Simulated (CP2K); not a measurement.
The C K edge of aminoacetonitrile was computed by TDDFT (CP2K XAS_TDP, aug-cc-pVDZ, TDA) at these levels: BHandHLYP, PBEh(45%) and PBEh(45%) + GW2X. The first three lines of C2 (bonded to C and N) with a strength over 0.0015, energy in eV and strength:

```
run           first          second           third
  1  284.44 (0.056)  284.58 (0.060)  287.26 (0.002)
  2  282.38 (0.052)  282.57 (0.057)  285.09 (0.002)
  3  289.08 (0.051)  289.27 (0.056)  291.80 (0.002)
```

Q: Which run is which?

Run 1: BHandHLYP (50 % exact exchange). Run 2: PBEh(45%) (45 % exact exchange). Run 3: PBEh(45%) + GW2X (45 % exact exchange). Self-interaction lifts the core level, so the uncorrected lines rise with the share of exact exchange. The GW2X run keeps the spacings of its parent: 0.19 eV between the first two lines in run 3, 0.19 eV in run 2. Its shift is +6.70 eV, since the Kohn–Sham level at this share of exchange lies that far above the quasiparticle level.

[Banner, clock and machine lines of the logs are left out without a mark of their own.]

[Logs are printed without paths, hosts, clocks, repeated set-up lines and the standing remarks that a program may print on its own settings, such as how far it seeks lower states.]

[Hosts, paths, dates, database ids (printed as entryN), source tags and the programs' standing remarks are cut or masked in the printed files.]
